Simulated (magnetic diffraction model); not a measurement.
## Li4HoAg: what an assumed order does to the neutron pattern

Space group F-43m (no. 216), a = 7.7330 Å.

```
site  atom       x       y       z
  4a    Ho       0       0       0
  4c    Ag     1/4     1/4     1/4
 16e    Li  0.6273  0.1273  0.1273
```

The compound is invented for this exercise: a known structure type with other elements, its cell scaled to their sizes and not relaxed.

Only Ho is taken to order (form factors of Ho3+); orders and moment sizes are assumed, and not adapted to the symmetry. Radiation: neutrons of λ = 2.52 Å, 2° to 100°; isotropic B of 0.21 Å² (Ho), 0.21 Å² (Ag) and 0.45 Å² (Li). The intensities are simulated: I ∝ L Σ (|F_N|² + |F_M⊥|²) for unpolarised neutrons, with F_M = 2.695 fm/μB × Σ f(s) S exp(2πi Q·r) exp(−B s²) at Q = H ± k (one set where k and −k are equivalent), only the part normal to Q counting and L = 1/(sin²θ cos θ). For collinear order S is the moment m, which repeats by lattice and centring translations R with the sign exp(−2πi k·R). Form factors are spin-only for 3d ions and dipole or tabulated for f ions, scattering lengths are Sears's of 1992, and absorption is left out. A label names one of the reflections at its angle. The strongest nuclear line in the range is 100, and lines under 0.2 are left out.

Assume the order k = (0 0 0), collinear moments along [111], 8.1 μB on Ho.

Q: Where does magnetic intensity appear, and how strong is it?

| 2θ (°) | index | nuclear | magnetic |
| --- | --- | --- | --- |
| 32.78 | (1 1 1) | 100.0 | 152.6 |
| 38.04 | (2 0 0) | 1.6 | 84.1 |
| 54.88 | (2 2 0) | 62.2 | 78.1 |
| 65.42 | (3 1 1) | 19.2 | 108.4 |
| 68.73 | (2 2 2) | 9.2 | 32.7 |
| 81.35 | (4 0 0) | 42.4 | 17.6 |
| 90.51 | (3 3 1) | 62.6 | 58.2 |
| 93.55 | (4 2 0) | 1.1 | 55.2 |

The strongest magnetic line in the range is (1 1 1) at 32.78° (152.6). On top of the Lorentz factor, which all lines share, magnetic lines fade with angle because f falls: for Ho3+ it is 0.96, 0.85, 0.71 and 0.44 at sin θ/λ = 0.1, 0.2, 0.3 and 0.5 Å⁻¹, while nuclear lengths stay constant. The net moment is 8.10 μB a primitive cell.

[Logs are printed without paths, hosts, clocks, repeated set-up lines and the standing remarks that a program may print on its own settings, such as how far it seeks lower states.]
